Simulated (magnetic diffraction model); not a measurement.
# CoPS4 below its ordering temperature

Space group P6_422 (no. 181), a = 6.4120 Å, c = 14.3760 Å.

```csv
site,atom,x,y,z
3d,Co,1/2,0,1/2
12k,S,0.8057,0.2409,0.4090
3c,P,1/2,0,0
```

This is a made-up structure (elements placed in a structure type, unrelaxed), so the numbers test the method and describe no known phase.

Only Co is taken to order (form factors of Co3+); orders and moment sizes are assumed, and not adapted to the symmetry. Radiation: neutrons of λ = 4.2 Å, 5° to 80°; isotropic B of 0.58 Å² (Co), 0.81 Å² (S) and 0.85 Å² (P). The intensities are simulated: I ∝ L Σ (|F_N|² + |F_M⊥|²) for unpolarised neutrons, with F_M = 2.695 fm/μB × Σ f(s) S exp(2πi Q·r) exp(−B s²) at Q = H ± k (one set where k and −k are equivalent), only the part normal to Q counting and L = 1/(sin²θ cos θ). For collinear order S is the moment m, which repeats by lattice and centring translations R with the sign exp(−2πi k·R). Form factors are spin-only for 3d ions and dipole or tabulated for f ions, scattering lengths are Sears's of 1992, and absorption is left out. A label names one of the reflections at its angle. The strongest nuclear line in the range is 100, and lines under 0.2 are left out.

Above the ordering temperature:

```
2θ (°)    index      I
 44.44  (1 0 0)   17.6
 47.83  (1 0 1)   12.8
 51.98  (0 0 3)    4.0
 57.09  (1 0 2)  100.0
 70.74  (1 0 3)    1.1
```

Below it (cell unchanged):

```csv
2θ (°),I
44.44,17.6
45.31,42.8
47.83,12.8
51.83,35.0
51.98,4.0
57.09,100.0
63.43,11.9
70.74,1.1
78.98,5.5
```

**Question.** Find the propagation vector, then choose among these models:
A. collinear moments along [101], 3.74 μB on Co; signs + at (1/2, 0, 1/2), + at (1/2, 1/2, 1/6), − at (0, 1/2, 5/6)
B. collinear moments along [001], 3.74 μB on Co; signs + at (1/2, 0, 1/2), + at (1/2, 1/2, 1/6), − at (0, 1/2, 5/6)
C. collinear moments along [101], 3.74 μB on Co; signs + at (1/2, 0, 1/2), + at (1/2, 1/2, 1/6), + at (0, 1/2, 5/6)
D. collinear moments along [001], 3.74 μB on Co; signs + at (1/2, 0, 1/2), + at (1/2, 1/2, 1/6), + at (0, 1/2, 5/6)

The new lines index as (1 0 1/2) at 45.31°, (1 0 3/2) at 51.83°, (1 0 5/2) at 63.43° and (1 0 7/2) at 78.98°, that is as H ± k with k = (0 0 1/2). Half indices mean that the moments reverse under translations with k·R a half-integer, and the magnetic cell has twice the primitive volume.

Magnetic intensity, observed (below minus above) and for each model:

| 2θ (°) | index | observed | A | B | C | D |
| --- | --- | --- | --- | --- | --- | --- |
| 8.38 | (0 0 1/2) | <0.2 | 54.1 | <0.2 | 54.1 | <0.2 |
| 25.31 | (0 0 3/2) | <0.2 | 1.5 | <0.2 | 1.5 | <0.2 |
| 42.84 | (0 0 5/2) | <0.2 | 2.1 | <0.2 | 2.1 | <0.2 |
| 45.31 | (1 0 1/2) | 42.8 | 40.4 | 42.8 | 37.7 | 42.8 |
| 51.83 | (1 0 3/2) | 35.0 | 33.0 | 35.0 | 36.2 | 35.0 |
| 61.50 | (0 0 7/2) | <0.2 | 1.0 | <0.2 | 1.0 | <0.2 |
| 63.43 | (1 0 5/2) | 11.9 | 13.0 | 11.9 | 12.2 | 11.9 |
| 78.98 | (1 0 7/2) | 5.5 | 6.8 | 5.5 | 6.4 | 5.5 |

Models B and D match alike on every line, so these data can't choose among them (such ties are often domains of one structure).

The absence at (0 0 1/2) is telling: Q lies along the moments there, so the part normal to Q vanishes.

The structure used: k = (0 0 1/2), collinear moments along [001], 3.74 μB on Co; signs + at (1/2, 0, 1/2), + at (1/2, 1/2, 1/6), − at (0, 1/2, 5/6).

[Logs are printed without paths, hosts, clocks, repeated set-up lines and the standing remarks that a program may print on its own settings, such as how far it seeks lower states.]
